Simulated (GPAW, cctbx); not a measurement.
# Reading charge transfer from structure factors

TlCuAg2Br6, Fm-3m (no. 225), a = 10.7270 Å, b = 10.7270 Å, c = 10.7270 Å, α = 90.00°, β = 90.00°, γ = 90.00°.

| atom | mult. | x | y | z |
| --- | --- | --- | --- | --- |
| Tl1 | 4 | 0 | 0 | 0 |
| Ag1 | 8 | 1/4 | 3/4 | 3/4 |
| Br1 | 24 | 0 | 0 | 0.7358 |
| Cu1 | 4 | 1/2 | 0 | 0 |

The cell comes from substitution in a known structure type and wasn't matched to any measured phase.

Absolute values of the static structure factors of the conventional cell from DFT (PBE, GPAW) against free spherical atoms, in electrons:

| hkl | d (Å) | free atoms | crystal |
| --- | --- | --- | --- |
| 111 | 6.193 | 130.59 | 130.49 |
| 020 | 5.364 | 329.55 | 330.99 |
| 022 | 3.793 | 498.58 | 495.31 |
| 131 | 3.234 | 210.27 | 210.72 |
| 222 | 3.097 | 634.22 | 636.24 |
| 040 | 2.682 | 1353.33 | 1353.65 |
| 133 | 2.461 | 278.09 | 278.59 |
| 042 | 2.399 | 273.01 | 272.39 |
| 242 | 2.190 | 427.52 | 428.25 |
| 333 | 2.064 | 338.82 | 339.25 |

**Question.** Which way does charge move, and which reflections show it best?

Project each element's phase sum on the total phase. |F| rises if density moves to atoms that scatter in phase and falls if it moves to atoms that scatter against it; the rule is for low angles, since changes of shape take over beyond. Where all elements are in phase the terms compete, and the compactness of the donor's and the acceptor's density matters too.

| hkl | Tl in phase | Ag in phase | Br in phase | Cu in phase | change (e) | (%) |
| --- | --- | --- | --- | --- | --- | --- |
| 111 | +4.0 | 0.0 | -2.1 | -4.0 | -0.10 | -0.1 |
| 020 | +4.0 | -8.0 | +8.1 | +4.0 | +1.45 | +0.4 |
| 022 | +4.0 | +8.0 | -7.7 | +4.0 | -3.27 | -0.7 |
| 131 | +4.0 | 0.0 | +0.7 | -4.0 | +0.46 | +0.2 |
| 222 | -4.0 | +8.0 | +23.6 | -4.0 | +2.02 | +0.3 |
| 040 | +4.0 | +8.0 | +23.5 | +4.0 | +0.32 | 0.0 |
| 133 | +4.0 | 0.0 | +3.5 | -4.0 | +0.50 | +0.2 |
| 042 | +4.0 | -8.0 | +7.6 | +4.0 | -0.61 | -0.2 |

Low-angle reflections that set elements apart and change by more than 0.05 e: 111, 020, 022, 131, 222, 133 and 042. The signs fit a gain of density on Br and a loss on Tl, Ag and Cu, apart from 042. The best witness is 022, -0.7 %, where Br enters with -7.7. The real-space density agrees: Voronoi charges Tl +0.24, Ag +0.45, Br -0.23, Cu +0.21 e. The shortest bond, Br–Cu, has Δρ = +0.04 e/Å³ at its midpoint. Limits: no Hubbard U on Cu.
